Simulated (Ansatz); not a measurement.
## CaO (Fm-3m):I_O, thermodynamic levels from a 54-atom cell

Wanted: the transition levels of a substitutional impurity in CaO (Fm-3m), from a cell of 54 host atoms with 1 O taken out and 1 I put in.

Calculated with Ansatz 0.2.0; place-levels on r2SCAN runs: charge-transition levels and formation energies with image-charge correction and potential alignment at the atomic sites; PAW set soft_1.

### Step 1. Starting point

The cell holds 54 atoms: 27 Ca, 26 O and 1 I. Its edges and angles: a = 10.173 Å, b = 10.173 Å, c = 10.173 Å, α = 60.0°, β = 60.0°, γ = 60.0°. It derives from CaO (space group Fm-3m). Nearest the centre at fractional (0.500, 0.500, 0.500): I28 at 0.00 Å, Ca51 at 2.40 Å, Ca47 at 2.40 Å, Ca35 at 2.40 Å, Ca45 at 2.40 Å, Ca29 at 2.40 Å, Ca33 at 2.40 Å, O22 at 3.39 Å.

Structure file:

```xyz
54
Lattice="0.0000 7.1931 7.1931 7.1931 0.0000 7.1931 7.1931 7.1931 0.0000" Properties=species:S:1:pos:R:3 pbc="T T T"
Ca    0.0000    0.0000    0.0000
O     2.3977    2.3977    2.3977
Ca    2.3977    2.3977    0.0000
O     4.7954    4.7954    2.3977
Ca    4.7954    4.7954    0.0000
O     7.1931    7.1931    2.3977
Ca    2.3977    0.0000    2.3977
O     4.7954    2.3977    4.7954
Ca    4.7954    2.3977    2.3977
O     7.1931    4.7954    4.7954
Ca    7.1931    4.7954    2.3977
O     9.5908    7.1931    4.7954
Ca    4.7954    0.0000    4.7954
O     7.1931    2.3977    7.1931
Ca    7.1931    2.3977    4.7954
O     9.5908    4.7954    7.1931
Ca    9.5908    4.7954    4.7954
O    11.9885    7.1931    7.1931
Ca    0.0000    2.3977    2.3977
O     2.3977    4.7954    4.7954
Ca    2.3977    4.7954    2.3977
O     4.7954    7.1931    4.7954
Ca    4.7954    7.1931    2.3977
O     7.1931    9.5908    4.7954
Ca    2.3977    2.3977    4.7954
O     4.7954    4.7954    7.1931
Ca    4.7954    4.7954    4.7954
I     7.1931    7.1931    7.1931
Ca    7.1931    7.1931    4.7954
O     9.5908    9.5908    7.1931
Ca    4.7954    2.3977    7.1931
O     7.1931    4.7954    9.5908
Ca    7.1931    4.7954    7.1931
O     9.5908    7.1931    9.5908
Ca    9.5908    7.1931    7.1931
O    11.9885    9.5908    9.5908
Ca    0.0000    4.7954    4.7954
O     2.3977    7.1931    7.1931
Ca    2.3977    7.1931    4.7954
O     4.7954    9.5908    7.1931
Ca    4.7954    9.5908    4.7954
O     7.1931   11.9885    7.1931
Ca    2.3977    4.7954    7.1931
O     4.7954    7.1931    9.5908
Ca    4.7954    7.1931    7.1931
O     7.1931    9.5908    9.5908
Ca    7.1931    9.5908    7.1931
O     9.5908   11.9885    9.5908
Ca    4.7954    4.7954    9.5908
O     7.1931    7.1931   11.9885
Ca    7.1931    7.1931    9.5908
O     9.5908    9.5908   11.9885
Ca    9.5908    9.5908    9.5908
O    11.9885   11.9885   11.9885
```

Screening for the image-charge correction: ε∞ = 3.85, ε0 = 16.67, computed on the host (DFPT, PBEsol, on the r2SCAN cell), and a cell off the functional's own equilibrium shifts the ionic part.

The cell's shortest repeat is 10.2 Å.

### Step 2. Charge states

A transition level is the Fermi level at which two charge states cost the same, so each charge needs its own total energy, at its own relaxed structure.

Random displacements of about 0.05 Å break the site symmetry at the start, so that the relaxation can reach a distorted minimum if there is one. Forces are taken at one point at (¼, ¼, ¼). The cell holds 1 electron more than the neutral one, with a uniform background that keeps it neutral on the whole.

The sampling was tested on the host first: at the k-points planned (1x1x1 shifted 0.25 0.25 0.25) its energy lies 0.005 eV an atom from the dense-mesh value, under the bound of 0.02 eV set for this test; that bounds the host's error, not the defect's.

One of the inputs; charge, spin and start change from state to state.

qm1.relax/input.yaml reads:

```yaml
crystal:
  lattice:
    - [0.0, 2.39769239, 2.39769239]
    - [2.39769239, 0.0, 2.39769239]
    - [2.39769239, 2.39769239, 0.0]
  atoms:
    - { symbol: Ca, position: [0.0, 0.0, 0.0] }
    - { symbol: O, position: [0.5, 0.5, 0.5] }
  supercell: [3, 3, 3]
  defects: [{ substitution: { at: 27, symbol: I } }]
total_charge: -1
basis:
  ecutwfc: 500
  xc_grid: 2
hamiltonian:
  xc: r2scan
  pseudopotentials: { kind: paw, azcp: { folder: soft_1 } }
kpoints:
  mp_grid: { grid: [1, 1, 1], shift: [0.25, 0.25, 0.25] }
scf:
  occupations: { method: fixed }
  max_iter: 60
output:
  forces: true
  charged_corrections: { epsilon: 3.85, static_epsilon: 16.67 }
relax:
  f_tol: 0.02
  max_steps: 80
  random_displacement: { amplitude: 0.05, seed: 7110 }
checkpoint:
  write: "../qm1.relax.run"
  compress: false
  write_wavefunctions: true
  write_every: 100000
```

Launch:

```
> ansatz run input.yaml --threads 4 --pin off --max-ram 15073MiB --backend cpu --events-out ev --progress --plain --runs-dir out
```

Defect states can disperse in a cell of this size, so the energy is taken again at a 2×2×2 shifted mesh, on the relaxed structure.

The run of this state that the levels use, under r2SCAN:

qm1.point/input.yaml reads:

```yaml
crystal:
  checkpoint: "../qm1.relax.run"
  host: checkpoint
total_charge: -1
basis:
  ecutwfc: 500
  xc_grid: 2
hamiltonian:
  xc: r2scan
  pseudopotentials: { kind: paw, azcp: { folder: soft_1 } }
kpoints:
  mp_grid: { grid: [2, 2, 2], shift: [0.5, 0.5, 0.5] }
scf:
  occupations: { method: fermi_dirac, width: 0.01 }
  max_iter: 60
output:
  forces: true
  eigenvalues: true
  charged_corrections:
    epsilon: 3.85
    static_epsilon: 16.67
    defect_position: [0.5, 0.5, 0.5]
  eigenstates: { localisation: true }
  populations: true
  band_densities: [{ bands: [v1, v1] }, { bands: [c1, c1] }]
  write_density: true
  write_potential: true
  volumetric_format: npy
  elf: true
checkpoint:
  read: "../qm1.relax.run"
  write: "../qm1.point.run"
  compress: false
  write_wavefunctions: false
  write_every: 100000
```

Relaxations under r2SCAN at one point at (¼, ¼, ¼); times on 4 threads of Intel Xeon Platinum 8259CL at 2.50GHz (Skylake/Cascade Lake), shared host:

```csv
charge,moment (μB),occupations,outcome,steps,largest displacement against the far atoms (Å),time
−1,0,fixed,converged,16,0.31,5.9 min
0,1,fixed,converged,11,0.31,10 min
+1,0,fixed,converged,6,0.31,2.4 min
−1,2,fixed,converged,6,0.31,5.6 min
```

Single points under r2SCAN at a 2×2×2 shifted mesh; times on 4 threads of Intel Xeon Platinum 8259CL at 2.50GHz (Skylake/Cascade Lake), shared host:

```csv
charge,moment (μB),occupations,outcome,time
−1,0,fermi-dirac,converged,2.2 min
0,1,fermi-dirac,converged,4.6 min
+1,0,fermi-dirac,converged,2.1 min
−1,2,fermi-dirac,converged,5.2 min
```

Distances (Å) from I28 to the nearest atoms after relaxation with r2SCAN:

```csv
charge,moment (μB),1.,2.,3.,4.,5.,6.
−1,0,Ca 2.71,Ca 2.71,Ca 2.71,Ca 2.71,Ca 2.71,Ca 2.71
−1,2,Ca 2.71,Ca 2.71,Ca 2.71,Ca 2.71,Ca 2.71,Ca 2.71
0,1,Ca 2.71,Ca 2.71,Ca 2.71,Ca 2.71,Ca 2.71,Ca 2.71
+1,0,Ca 2.71,Ca 2.71,Ca 2.71,Ca 2.71,Ca 2.71,Ca 2.71
```

### Step 3. place-levels, r2SCAN

A charged cell interacts with its images and the background, and its potential has another zero than the host's. place-levels removes the first by a point-charge model, screened by the static dielectric constant since the ions have relaxed around the charge, and the second by comparing potentials at atoms far from the defect.

The host is a run of the defect-free crystal in the same cutoffs, grids and k-points, so that basis and sampling errors cancel in part in the differences. The host is run in a cell of 2 atoms on a matching mesh. Its band edges are searched through the zone by a band path, so the gap is smaller than, or equal to, that on the mesh. Chemical potentials are energies per atom of O (O2 molecule) and I (solid I2 (Cmce)), run with the same functional and cutoff.

levels.point.yaml reads:

```yaml
host:
  run: host.point.run
states: [qm1.point.run, q0_M1.point.run, qp1.point.run, qm1_M2.point.run]
geometry_from:
  qm1.point.run: qm1.relax.run
  q0_M1.point.run: q0_M1.relax.run
  qp1.point.run: qp1.relax.run
  qm1_M2.point.run: qm1_M2.relax.run
chemical_potentials:
  O:
    energy: -565.989614
    dataset: <sha256 of the dataset>
  I:
    energy: -7528.116164
    dataset: "<sha256 of the dataset>"
epsilon: 3.85
static_epsilon: 16.67
vertical:
  - { from: qm1.point.run, to: qm1.point_neutral.run }
  - { from: qp1.point.run, to: qp1.point_neutral.run }
  - { from: qm1_M2.point.run, to: qm1_M2.point_neutral.run }
```

Launch:

```
> ansatz place-levels levels.point.yaml -- --threads 4 --pin off --max-ram 15073MiB
```

Numbers of over 12 decimals in the logs are rounded to 6 here.

Log:

```text
[... repeated set-up lines and file paths are left out, and long positions are rounded to six places ...]
(+1/0) 4.174 eV above the valence edge, 0.024 eV under the conduction edge
(0/-1) 4.243 eV above the valence edge (+4.348 eV without the band-filling correction), in the conduction band
formation energy of charge +1: +5.490 eV with the Fermi level at the valence edge
formation energy of charge 0: +9.663 eV with the Fermi level at the valence edge
formation energy of charge -1: +13.907 eV with the Fermi level at the valence edge
vertical -1 to 0: no energy, since no alignment is typed
  the change from vertical[0].from (qm1.point.run) to vertical[0].to (qm1.point_neutral.run): by its potential at epsilon 3.85 it stands at 0.501 0.500 0.500, with an rms radius of about 6.2 Å (3.6 3.6 3.6 Å across the planes of the cell's vectors); [...]
vertical +1 to 0: no energy, since no alignment is typed
  the change from vertical[1].from (qp1.point.run) to vertical[1].to (qp1.point_neutral.run): by its potential at epsilon 3.85 it stands at 0.500 0.500 0.500, with an rms radius of about 6.3 Å (3.7 3.7 3.7 Å across the planes of the cell's vectors); [...]
vertical -1 to 0: no energy, since no alignment is typed
  the change from vertical[2].from (qm1_M2.point.run) to vertical[2].to (qm1_M2.point_neutral.run): by its potential at epsilon 3.85 it stands at 0.500 0.501 0.500, with an rms radius of about 5.7 Å (3.3 3.3 3.3 Å across the planes of the cell's vectors); [...]
  edges by r2scan, gap 4.197 eV; the host is sampled to repeats of 20.35 Å
  the defect's cells are sampled to repeats of 20.35 Å, like sampling
  charge +1: -71604.6045 eV with its correction of +0.657 eV, at epsilon 16.67, aligned at sites: +0.5197 eV, mean over 21 atomic sites at or beyond 5.09 Å from the defect at [0.5000, 0.5000, 0.5000], with -0.000000 for the charge's moments and without [...]
  charge 0: +0.000 eV for its dipole among its images, +0.000 omitted
  states[1] (q0_M1.point.run): levels filled in part (TS 0.002 eV): its energy is of no whole electron's
  charge -1: -71581.2089 eV with its correction of -0.494 eV, at epsilon 16.67, aligned at sites: +0.6315 eV, mean over 21 atomic sites at or beyond 5.09 Å from the defect at [0.5000, 0.5000, 0.5000], with +0.000000 for the charge's moments and without [...]
  states[0] (qm1.point.run): levels filled in part (TS 0.002 eV): its energy is of no whole electron's
  charge -1: states[3] (qm1_M2.point.run) stands 0.336 eV higher, with a moment of 2.00 μB against 0.00
  states[3] (qm1_M2.point.run): levels filled in part (TS 0.003 eV): its energy is of no whole electron's
  of states[2] (qp1.point.run): how wide its charge is, is not read beside other atoms or cores, and a band state would take no correction. [...]
  of states[1] (q0_M1.point.run): its alignment with the host at atomic sites is doubtful: the cell is too small to show whether the defect's potential has decayed: take a larger one; [...]
  of states[0] (qm1.point.run): it parts from the run at its places by a charge that spreads by about 3.6 Å along one vector (1.4 Å or more is wide), by its potential at epsilon 3.85, taken for that of held ions (one typed too small widens it), where the cell [...]
  of states[3] (qm1_M2.point.run): it parts from the run at its places by a charge that spreads by about 3.3 Å along one vector (1.4 Å or more is wide), by its potential at epsilon 3.85, taken for that of held ions (one typed too small widens it), where the [...]
  vertical[0].from (qm1.point.run): levels filled in part (TS 0.002 eV): its energy is of no whole electron's
  of vertical[0].from (qm1.point.run): it parts from the run at its places by a charge that spreads by about 3.6 Å along one vector (1.4 Å or more is wide), by its potential at epsilon 3.85, taken for that of held ions (one typed too small widens it), where [...]
  of vertical[0].to (qm1.point_neutral.run): its moments are held at its close (magnetization.spin_locking), by a field of 0.071 eV a Bohr magneton, and its energy and levels are of the state that this holds: a run that lets them go can end lower; [...]
  of vertical[1].from (qp1.point.run): it parts from the run at its places by a charge that spreads by about 3.7 Å along one vector (1.4 Å or more is wide), by its potential at epsilon 3.85, taken for that of held ions (one typed too small widens it), where [...]
  vertical[1].to (qp1.point_neutral.run): levels filled in part (TS 0.003 eV): its energy is of no whole electron's
  of vertical[1].to (qp1.point_neutral.run): its moments are held at its close (magnetization.spin_locking), by a field of 0.075 eV a Bohr magneton, and its energy and levels are of the state that this holds: a run that lets them go can end lower; [...]
  vertical[2].from (qm1_M2.point.run): levels filled in part (TS 0.003 eV): its energy is of no whole electron's
  of vertical[2].from (qm1_M2.point.run): its moments are held at its close (magnetization.spin_locking), by a field of 0.280 eV a Bohr magneton, and its energy and levels are of the state that this holds: a run that lets them go can end lower; [...]
  vertical[2].to (qm1_M2.point_neutral.run): levels filled in part (TS 0.003 eV): its energy is of no whole electron's
  of vertical[2].to (qm1_M2.point_neutral.run): its moments are held at its close (magnetization.spin_locking), by a field of 0.071 eV a Bohr magneton, and its energy and levels are of the state that this holds: a run that lets them go can end lower; [...]
```

Elapsed: 0.85 s, on 4 threads of Intel Xeon Platinum 8259CL at 2.50GHz (Skylake/Cascade Lake), shared host.

Levels between the charges placed, in eV above the valence top:

```csv
,gap (eV),(+1/0),(0/−1)
r2SCAN,4.20,4.17,4.24
```

Corrections by state:

```csv
charge,moment (μB),image terms and alignment (eV),band filling (eV),ε used,"over the lowest of its charge, as the program ranks them, band filling apart (eV)"
+1,0.0,0.657,-,16.67,0.000
0,1.0,0.000,-,-,0.000
−1,0.0,-0.494,-0.105,16.67,0.000
−1,2.0,-0.491,-,16.67,0.336
```

The charged structures listed were also run neutral, and place-levels reads from each pair, by the potential or the spins, how wide the charge is by which they differ; that can be the carrier of either run.

```csv
charge,rms radius (Å),spread where it is widest against the cell (Å),wide from (Å),reading
+1,6.3,3.66,1.44,wide
−1,6.2,3.60,1.44,wide
```

The neutral runs of these pairs need not share the spin of the lowest neutral state, and very wide values only mean spread over the cell.

From the program's caveats on the states, each cut to its opening words:

- charge +1: how wide its charge is, is not read beside other atoms or cores, and a band state would take no correction
- charge +1, 0 (1 μB), −1, −1 (2 μB): its alignment with the host at atomic sites is doubtful: the cell is too small to show whether the defect's potential has decayed: take a larger one
- charge 0 (1 μB): its moments are held at its close (magnetization.spin_locking), by a field of 0.073 eV a Bohr magneton, and its energy and levels are of the state that this [...]
- charge 0 (1 μB), −1 (2 μB): flagged: stability check not made
- charge −1: it parts from the run at its places by a charge that spreads by about 3.6 Å along one vector (1.4 Å or more is wide), by its potential at epsilon 3.85, taken [...]
- charge −1: a band-filling correction moves a carrier to the host's band edge, which changes its energy by -0.105 eV
- charge −1: the host's ions (past the first shell or, of a walk that freed a part, those that it held) aren't shown at rest: they stand up to 0.085 Å off their sites, 0.93 [...]
- charge −1 (2 μB): it parts from the run at its places by a charge that spreads by about 3.3 Å along one vector (1.4 Å or more is wide), by its potential at epsilon 3.85, taken [...]
- charge −1 (2 μB): its moments are held at its close (magnetization.spin_locking), by a field of 0.280 eV a Bohr magneton, and its energy and levels are of the state that this [...]

The host's formation energy from the elements is -3.216 eV per atom; it sets how far the chemical potentials can move.

Limit set by the element alone; other compounds of these elements are not counted. Chemical potentials from the elements' reference states: Ca 0.00 eV, O -6.43 eV, I 0.00 eV. Formation energy by charge state (Ca-rich; gap 4.20 eV):

```csv
charge,at valence top (eV),at conduction bottom (eV),correction included (eV)
+1,-0.94,3.25,0.66
0,3.23,3.23,0.00
−1,7.47,3.28,-0.60
```

```tsv
Fermi level (eV)	lowest formation energy (eV)
0.00	-0.94
0.38	-0.56
0.76	-0.18
1.14	0.20
1.53	0.58
1.91	0.96
2.29	1.35
2.67	1.73
3.05	2.11
3.43	2.49
3.82	2.87
4.20	3.23
```

Limit set by the element alone; other compounds of these elements are not counted. Chemical potentials from the elements' reference states: O 0.00 eV, Ca -6.43 eV, I 0.00 eV. Formation energy by charge state (O-rich; gap 4.20 eV):

```csv
charge,at valence top (eV),at conduction bottom (eV),correction included (eV)
+1,5.49,9.69,0.66
0,9.66,9.66,0.00
−1,13.91,9.71,-0.60
```

Fermi level (eV), lowest formation energy (eV) and a bar from the least value:
```
     0.00       5.49 
     0.38       5.87 ###
     0.76       6.25 #####
     1.14       6.63 ########
     1.53       7.01 ###########
     1.91       7.40 ##############
     2.29       7.78 ################
     2.67       8.16 ###################
     3.05       8.54 ######################
     3.43       8.92 #########################
     3.82       9.31 ###########################
     4.20       9.66 ##############################
```

### Step 4. Effect of the sampling

The relaxations' own energies give the levels at their sampling, for comparison.

levels.relax_mesh.yaml reads:

```yaml
host:
  run: host.relax.run
states: [qm1.relax.run, q0_M1.relax.run, qp1.relax.run, qm1_M2.relax.run]
chemical_potentials:
  O:
    energy: -565.989614
    dataset: <sha256 of the dataset>
  I:
    energy: -7528.116164
    dataset: "<sha256 of the dataset>"
```

Launch:

```
> ansatz place-levels levels.relax_mesh.yaml -- --threads 4 --pin off --max-ram 15073MiB
```

Log:

```text
(+1/0) 4.226 eV above the valence edge (+4.289 eV without the band-filling correction), in the conduction band
[...]
formation energy of charge +1: +5.546 eV with the Fermi level at the valence edge
formation energy of charge 0: +9.772 eV with the Fermi level at the valence edge
formation energy of charge -1: +14.024 eV with the Fermi level at the valence edge
  edges by r2scan, gap 4.183 eV; the host is sampled to repeats of 10.17 Å
[... the lines on each state left out ...]
```

It took 0.25 s on 4 threads.

Levels between neighbouring charges, in eV above the valence top:

```csv
,gap (eV),(+1/0),(0/−1)
"one point at (¼, ¼, ¼)",4.18,4.23,4.25
a 2×2×2 shifted mesh,4.20,4.17,4.24
```

Going from one point at (¼, ¼, ¼) to a 2×2×2 shifted mesh moves formation energies against the elements by up to 0.12 eV; band-filling terms, which differ between samplings, are in these energies.

### Step 5. Summary of results

| Quantity | Value |
| --- | --- |
| gap of the host | 4.20 eV (r2SCAN) |
| level (plus 1/0) | 4.17 eV above the valence top |
| level (0/minus 1) | 4.24 eV above the valence top, past the conduction bottom (4.35 eV above the valence top without the band-filling term) |
| lowest of the charges placed, just above the valence top (0.02 eV) | +1 |
| lowest of the charges placed, just below the conduction bottom (0.02 eV) | 0 |
| lowest formation energy at mid-gap of the charges run, Ca-rich | 1.16 eV |
| lowest formation energy at mid-gap of the charges run, O-rich | 7.59 eV |

In words: Of the charges placed (−1, 0 and +1), the lowest changes at 4.17 eV (+1/0) above the valence top, in a gap of 4.20 eV. (+1/0) lies nearer to a band edge than the share of the finite-size correction in it (0.66 eV), and that correction holds for a localised charge alone. (+1/0) lies 0.02 eV from a band edge, less than the doubt on such levels. Charges above +1 were not placed, so these runs say nothing of levels that involve them. States placed: +1 at 0 μB; 0 at 1 μB; −1 at 0 μB and 2 μB. Other spin states or structures, where not listed, weren't placed. The program finds carriers beyond a band edge of the host and adds a band-filling term at charge −1 (-0.10 eV); steps to such a charge show no bound level, and a defect level inside a band would be read the same way. I is taken at its element; compounds, which aren't counted here, bound the chemical potentials and would shift these formation energies. Going from one point at (¼, ¼, ¼) to a 2×2×2 shifted mesh moves formation energies against the elements by up to 0.12 eV; band-filling terms, which differ between samplings, are in these energies. The program doubts the alignment of potentials for at least one state, a sign that the cell is small. Limits: r2SCAN makes the gap too small and tends to spread out bound carriers; where a gas molecule sets a chemical potential or the host's formation energy, its binding is uncorrected; spin–orbit coupling, which can matter with heavy atoms, is left out; force components of up to 0.12 eV/Å remain in a run at the final settings.

[Logs are printed without paths, hosts, clocks, repeated set-up lines and the standing remarks that a program may print on its own settings, such as how far it seeks lower states.]

[Hosts, paths, dates, database ids (printed as entryN), source tags and the programs' standing remarks are cut or masked in the printed files.]

[Where a table of states has a column of steps, it counts the stored structures, which are thinned; the runs took as many ionic steps or more.]

[A defect's name tells the site on which it was built; relaxed atoms can leave that site.]

[For some hosts the program warned that the k-mesh of the response run may be too coarse for force constants and the static dielectric constant; such warnings are not shown here.]
